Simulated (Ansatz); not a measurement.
## Resistivity from frozen vibrations: Os(0001) with 2 thermally displaced layers, 2x2

Wanted: the phonon-limited resistivity of Os at 180 K by the Landauer route.

Calculated with Ansatz 0.2.0; Ansatz plane-wave DFT, PBE, PAW files; ballistic transport by layer matching (Landauer), zero bias; PAW set soft_1.

Most raw output is cut from this account.

## 1. The structure

The cell holds 48 atoms: 48 Os. Cell: a = 5.468 Å, b = 5.468 Å, c = 25.918 Å, α = 90.0°, β = 90.0°, γ = 120.0°. It derives from Os. Regions: lead, 40 atoms (40 Os); scattering region, 8 atoms (8 Os). The structure is stacked along c, and the current runs across the ab planes.

## 2. With 2 displaced layers

Each atom of 2 layers is moved at random, by amounts drawn from a normal law 0.0257 Å wide in each direction from the Debye model (500 K) at 180 K. The layers about the cell's end stay perfect and serve as the lead. Disorder leaves little or no symmetry, which makes such runs dear. Energies from -0.05 to 0.05 eV in steps of 0.05 eV are too few for the program's thermal sum, so it prints no conductance; for a metal the transmission near the Fermi level serves, at a fraction of the cost.

Input file input.yaml:

```yaml
crystal:
  lattice:
    - [5.4682, 0.0, 0.0]
    - [-2.7341, 4.735600113, 0.0]
    - [0.0, 0.0, 25.9182]
  atoms:
    - { symbol: Os, position: [0.1666666667, 0.3333333333, 0.0416666667] }
    - { symbol: Os, position: [0.1666666667, 0.8333333333, 0.0416666667] }
    - { symbol: Os, position: [0.6666666667, 0.3333333333, 0.0416666667] }
    - { symbol: Os, position: [0.6666666667, 0.8333333333, 0.0416666667] }
    - { symbol: Os, position: [0.3333333333, 0.1666666667, 0.125] }
    - { symbol: Os, position: [0.3333333333, 0.6666666667, 0.125] }
    - { symbol: Os, position: [0.8333333333, 0.1666666667, 0.125] }
    - { symbol: Os, position: [0.8333333333, 0.6666666667, 0.125] }
[... 36 atom lines left out ...]
    - { symbol: Os, position: [0.3333333333, 0.1666666667, 0.9583333333] }
    - { symbol: Os, position: [0.3333333333, 0.6666666667, 0.9583333333] }
    - { symbol: Os, position: [0.8333333333, 0.1666666667, 0.9583333333] }
    - { symbol: Os, position: [0.8333333333, 0.6666666667, 0.9583333333] }
kpoints:
  mp_grid: { grid: [5, 5, 1] }
hamiltonian:
  xc: pbe
  pseudopotentials: { kind: paw, azcp: { folder: soft_1 } }
scf:
  occupations: { method: fermi_dirac, width: 0.1 }
output:
  transmission:
    leads: [[0, 8]]
    kmesh: [10, 10]
    e_range: [-0.05, 0.05]
    de: 0.05
  write_potential: true
  write_density: true
  volumetric_format: npy
  elf: true
```

Launch:

```console
$ ansatz run input.yaml --threads 4 --pin off --max-ram 15360MiB --backend cpu --events-out ev --progress --plain --runs-dir out
```

Wall time 5.4 min (4 threads of AMD EPYC 9R14 (Zen 4), shared host); peak memory 6.7 GiB; 20 min of CPU time.

This step gave:

| Item | Value |
| --- | --- |
| free energy | -546523.7262 eV |
| energy at zero smearing | -546523.1799 eV |
| Fermi energy | 26.05 eV |
| cell area | 25.90 Å² |
| transmission per spin nearest the Fermi level | 4.458 |
| open channels per spin nearest the Fermi level | 4.55 |
| step of the lead's potential | 1.2 meV |

Per spin. Transmission, zone mean against energy, zero at the Fermi level:

```csv
energy (eV),"transmission, zone mean"
-0.0500,4.67
0.0000,4.46
0.0500,4.48
```

Per spin. The open channels, zone mean, lead by energy, zero at the Fermi level:

```csv
energy (eV),"open channels, zone mean, lead"
-0.0500,4.74
0.0000,4.55
0.0500,4.55
```

Transmission over k1 and k2. At 0.0000 eV from the Fermi level.

Ten even steps from '_' (2.0) to '@' (10.9):
```
::::------::::..__..
..------------..____
..--------------....
::------++++------::
==::----++@@++----::
::::------++++------
......--------------
..____..------------
::..__..::::------::
==::....::==::....::
```
Columns: k1 (b1) from -0.5 to 0.4; rows upwards: k2 (b2) from -0.5 to 0.4.

Open channels over k1 and k2. At 0.0000 eV from the Fermi level.

Values, 10 rows by 10 columns:
```
 4.0  5.0  5.0  5.0  5.0  5.0  4.0  3.0  2.0  3.0
 3.0  5.0  5.0  5.0  5.0  5.0  5.0  3.0  2.0  2.0
 3.0  5.0  5.0  5.0  5.0  5.0  5.0  5.0  3.0  3.0
 4.0  5.0  5.0  5.0  7.0  7.0  5.0  5.0  5.0  4.0
 6.0  5.0  5.0  5.0  7.0 11.0  7.0  5.0  5.0  5.0
 4.0  4.0  5.0  5.0  5.0  7.0  7.0  5.0  5.0  5.0
 3.0  3.0  3.0  5.0  5.0  5.0  5.0  5.0  5.0  5.0
 3.0  2.0  2.0  3.0  5.0  5.0  5.0  5.0  5.0  5.0
 4.0  3.0  2.0  3.0  4.0  5.0  5.0  5.0  5.0  5.0
 6.0  4.0  3.0  3.0  4.0  6.0  4.0  3.0  3.0  4.0
```
Columns: k1 (b1) from -0.5 to 0.4; rows upwards: k2 (b2) from -0.5 to 0.4.

Electrostatic potential energy in the ca plane at fractional y = 0.166, with atoms of Os within 0.2 Å of it. With pseudopotentials it is smooth inside the atoms' cores, unlike the true potential.

Ten even steps from '0' (-53 eV) to '9' (26 eV), each cell a mean:
```
98999853369998999742379988999743489998999633
99999620038999999510148999998400159999998300
99999610037999999500048999998400159999997200
99999731158999999631269999999521379999998411
87789975689987899976789987899865799987899865
76689999999975689999999976799999999865799999
76689999999975689999999976799999999865799999
98899975689987899975689988899865799987899865
99999731148999999621259999999521269999998411
99999610037999999500038999998400159999997200
99999720038999999610148999998410169999998300
98899853369998899853479998999743589988999633
86689988899976789988899976799987899876799988
75579999999975689999999865689999999865799999
86789998899986789987899876799988899876899988
```
Columns run along c (16.0 Å, from fractional 0.19 to 0.81 of the cell; values clipped at the 3rd and 97th percentile), rows up along a (5.5 Å). Atoms in or near the plane, at fractional coordinates: Os at (0.29, 0.33), Os at (0.29, 0.83), Os at (0.46, 0.33), Os at (0.46, 0.84), Os at (0.62, 0.33), Os at (0.62, 0.83), Os at (0.79, 0.33), Os at (0.79, 0.83).

Valence density in the ca plane at fractional y = 0.166, with atoms of Os within 0.2 Å of it. It is the smooth field of the valence electrons, not physical close to the nuclei.

Ten even steps from '0' (0.3 e/Å³) to '9' (8.3 e/Å³), each cell a mean:
```
00000024310000000034310000000134200000000134
00000158830000000279720000000279610000000388
00000169840000000279720000000389720000000499
00000036520000000146410000000156410000000256
00000001100000000011100000000011100000000011
01100000000001100000000001000000000011000000
01100000000001100000000001000000000011000000
00000001100000000011100000000011100000000011
00000036620000000147520000000157410000000266
00000169940000000279830000000389720000000499
00000158730000000168720000000278610000000388
00000024310000000024310000000134200000000134
01100000000001100000000001000000000011000000
01100000000001100000000012100000000011000000
01100000000001000000000011000000000001000000
```
Columns run along c (16.0 Å, from fractional 0.19 to 0.81 of the cell), rows up along a (5.5 Å). Atoms in or near the plane, at fractional coordinates: Os at (0.29, 0.33), Os at (0.29, 0.83), Os at (0.46, 0.33), Os at (0.46, 0.84), Os at (0.62, 0.33), Os at (0.62, 0.83), Os at (0.79, 0.33), Os at (0.79, 0.83).

ELF in the ca plane at fractional y = 0.166, with atoms of Os within 0.2 Å of it. It is the smooth field of the valence electrons, not physical close to the nuclei.

Ten even steps from '0' (0.25) to '9' (0.59), each cell a mean:
```
10013158841310022279732211122378622200132488
31131298971221231497951321231698941321221798
31231397881221230596960221221696941321321887
21122289961310122389941210131499832210231699
12212124422212112124312112112135312112122244
14410222222025301212221024201222221035202222
14410222222025301212121024201222221035202222
11112124412211112135312201022135312111122144
21122289961320132399951310131499932310231699
32231396881231230496961221220696940321321886
21132298971221131498961321231698941311221798
11123158732311122268632210122278622211132478
13311212212113211112112123112112112133112122
15410223222025400223321035301223220045202223
13311212112113212112112024202112112023112112
```
Columns run along c (16.0 Å, from fractional 0.19 to 0.81 of the cell), rows up along a (5.5 Å). Atoms in or near the plane, at fractional coordinates: Os at (0.29, 0.33), Os at (0.29, 0.83), Os at (0.46, 0.33), Os at (0.46, 0.84), Os at (0.62, 0.33), Os at (0.62, 0.83), Os at (0.79, 0.33), Os at (0.79, 0.83).

Over the solved energies the transmission per spin lies between 4.46 and 4.67, out of 4.61 channels of the lead on average (up to 4.74).

## 3. With 6 displaced layers

Each atom of 6 layers is moved at random, by amounts drawn from a normal law 0.0257 Å wide in each direction from the Debye model (500 K) at 180 K. A fresh draw is used; the growth of the resistance with length is what counts.

System of this step: Os(0001) with 6 thermally displaced layers, 2x2. The cell holds 64 atoms: 64 Os. Cell: a = 5.468 Å, b = 5.468 Å, c = 34.558 Å, α = 90.0°, β = 90.0°, γ = 120.0°. It derives from Os. Regions: lead, 40 atoms (40 Os); scattering region, 24 atoms (24 Os). The structure is stacked along c, and the current runs across the ab planes.

Input file input.yaml:

```yaml
crystal:
  lattice:
    - [5.4682, 0.0, 0.0]
    - [-2.7341, 4.735600113, 0.0]
    - [0.0, 0.0, 34.5576]
  atoms:
    - { symbol: Os, position: [0.1666666667, 0.3333333333, 0.03125] }
    - { symbol: Os, position: [0.1666666667, 0.8333333333, 0.03125] }
    - { symbol: Os, position: [0.6666666667, 0.3333333333, 0.03125] }
    - { symbol: Os, position: [0.6666666667, 0.8333333333, 0.03125] }
    - { symbol: Os, position: [0.3333333333, 0.1666666667, 0.09375] }
    - { symbol: Os, position: [0.3333333333, 0.6666666667, 0.09375] }
    - { symbol: Os, position: [0.8333333333, 0.1666666667, 0.09375] }
    - { symbol: Os, position: [0.8333333333, 0.6666666667, 0.09375] }
[... 52 atom lines left out ...]
    - { symbol: Os, position: [0.3333333333, 0.1666666667, 0.96875] }
    - { symbol: Os, position: [0.3333333333, 0.6666666667, 0.96875] }
    - { symbol: Os, position: [0.8333333333, 0.1666666667, 0.96875] }
    - { symbol: Os, position: [0.8333333333, 0.6666666667, 0.96875] }
kpoints:
  mp_grid: { grid: [5, 5, 1] }
hamiltonian:
  xc: pbe
  pseudopotentials: { kind: paw, azcp: { folder: soft_1 } }
scf:
  occupations: { method: fermi_dirac, width: 0.1 }
output:
  transmission:
    leads: [[0, 8]]
    kmesh: [10, 10]
    e_range: [-0.05, 0.05]
    de: 0.05
  write_potential: true
  write_density: true
  volumetric_format: npy
```

Wall time 8.7 min (4 threads); peak memory 10 GiB.

Numbers from this step:

```
free energy                                   : -728698.2284 eV
energy at zero smearing                       : -728697.4649 eV
Fermi energy                                  : 26.08 eV
transmission per spin nearest the Fermi level : 4.344
step of the lead's potential                  : 2.3 meV
```

Per spin. Transmission, zone mean against energy, zero at the Fermi level:

```csv
energy (eV),"transmission, zone mean"
-0.0500,4.32
0.0000,4.34
0.0500,4.33
```

Over the solved energies the transmission per spin lies between 4.32 and 4.34, out of 4.53 channels of the lead on average (up to 4.55).

## 4. With 10 displaced layers

Each atom of 10 layers is moved at random, by amounts drawn from a normal law 0.0257 Å wide in each direction from the Debye model (500 K) at 180 K. A fresh draw is used; the growth of the resistance with length is what counts.

System of this step: Os(0001) with 10 thermally displaced layers, 2x2. The cell holds 80 atoms: 80 Os. Its edges and angles: a = 5.468 Å, b = 5.468 Å, c = 43.197 Å, α = 90.0°, β = 90.0°, γ = 120.0°. It derives from Os. Regions: lead, 40 atoms (40 Os); scattering region, 40 atoms (40 Os). The structure is stacked along c, and the current runs across the ab planes.

Input file input.yaml:

```yaml
crystal:
  lattice:
    - [5.4682, 0.0, 0.0]
    - [-2.7341, 4.735600113, 0.0]
    - [0.0, 0.0, 43.197]
  atoms:
    - { symbol: Os, position: [0.1666666667, 0.3333333333, 0.025] }
    - { symbol: Os, position: [0.1666666667, 0.8333333333, 0.025] }
    - { symbol: Os, position: [0.6666666667, 0.3333333333, 0.025] }
    - { symbol: Os, position: [0.6666666667, 0.8333333333, 0.025] }
    - { symbol: Os, position: [0.3333333333, 0.1666666667, 0.075] }
    - { symbol: Os, position: [0.3333333333, 0.6666666667, 0.075] }
    - { symbol: Os, position: [0.8333333333, 0.1666666667, 0.075] }
    - { symbol: Os, position: [0.8333333333, 0.6666666667, 0.075] }
[... 68 atom lines left out ...]
    - { symbol: Os, position: [0.3333333333, 0.1666666667, 0.975] }
    - { symbol: Os, position: [0.3333333333, 0.6666666667, 0.975] }
    - { symbol: Os, position: [0.8333333333, 0.1666666667, 0.975] }
    - { symbol: Os, position: [0.8333333333, 0.6666666667, 0.975] }
kpoints:
  mp_grid: { grid: [5, 5, 1] }
hamiltonian:
  xc: pbe
  pseudopotentials: { kind: paw, azcp: { folder: soft_1 } }
scf:
  occupations: { method: fermi_dirac, width: 0.1 }
output:
  transmission:
    leads: [[0, 8]]
    kmesh: [10, 10]
    e_range: [-0.05, 0.05]
    de: 0.05
  write_potential: true
  write_density: true
  volumetric_format: npy
```

Run time: 14 min. Hardware: 4 threads; peak memory 8.7 GiB; 52 min of CPU time.

Numbers from this step:

```
free energy                                   : -910872.6224 eV
energy at zero smearing                       : -910871.7531 eV
Fermi energy                                  : 26.07 eV
transmission per spin nearest the Fermi level : 4.147
step of the lead's potential                  : 1.2 meV
```

Per spin. The transmission, zone mean by energy, zero at the Fermi level:

```csv
energy (eV),"transmission, zone mean"
-0.0500,4.10
0.0000,4.15
0.0500,4.14
```

Over the solved energies the transmission per spin lies between 4.10 and 4.15, out of 4.53 channels of the lead on average (up to 4.55).

## 5. Resistance against length

This step: Ansatz plane-wave DFT, PBE, PAW files; ballistic transport by layer matching (Landauer), zero bias; resistivity from the slope of the area resistance; PAW set soft_1 (Ansatz 0.2.0).

Numbers from this step:

| Property | Result |
| --- | --- |
| resistivity | 3.478 µΩ cm |
| intercept | -0.005295 fΩ m² |
| scatter about the fit | 0.003917 fΩ m² |

Resistance, by row:

```csv
run,length (Å),T,channels N,RA (fΩ m²)
n2,4.32,4.535,4.613,0.0125
n6,12.96,4.332,4.533,0.03424
n10,21.6,4.127,4.533,0.0726
```

Table of area resistance by length of the displaced region:

```csv
length of the displaced region (Å),area resistance (fΩ m²)
4.32,0.0125
12.96,0.0342
21.60,0.0726
```

The area resistance goes from 0.012 to 0.073 fΩ m² between 4.3 and 21.6 Å, a slope of 3.5 µΩ cm.

By hand from the end points: (0.07260 − 0.01250) fΩ m² / (21.60 − 4.32) Å = 3.5 µΩ cm, since 1 fΩ m² per Å is 1000 µΩ cm.

## 6. Summary of results

```
resistivity from the slope  : 3.48 µΩ cm
area resistance over 4.32 Å : 0.0125 fΩ m²
area resistance over 13.0 Å : 0.0342 fΩ m²
area resistance over 21.6 Å : 0.0726 fΩ m²
```

In words: The slope gives 3.5 µΩ cm. The points scatter by 0.0039 fΩ m² about the line, with one random draw a length in a 2x2 cell, so the slope is a rough value. The mean square of the displacements drawn is 0.73, 0.99 and 0.93 of the nominal one at the three lengths; with each resistance scaled back by that, the slope is 3.6 µΩ cm, the value used below. The lead's own channel count moves between the runs (4.61, 4.53 and 4.53), which shifts RA and the slope too. Read with a model of isotropic scattering on a spherical Fermi surface and the lead's 1.4×10¹⁵ S/m², this slope means a mean free path near 183 Å; over these lengths the model's slope is 1.20 times its bulk resistivity, which would be 3.0 µΩ cm. Uncorrelated displacements put too much weight on short waves, which scatter strongly; with the sideways repeat of a small cell, one draw and three short lengths, the method is good to a factor of two or three. Spin-orbit coupling is left out, which matters for Os.

[Logs are printed without paths, hosts, clocks, repeated set-up lines and the standing remarks that a program may print on its own settings, such as how far it seeks lower states.]

[Hosts, paths, dates, database ids (printed as entryN), source tags and the programs' standing remarks are cut or masked in the printed files.]
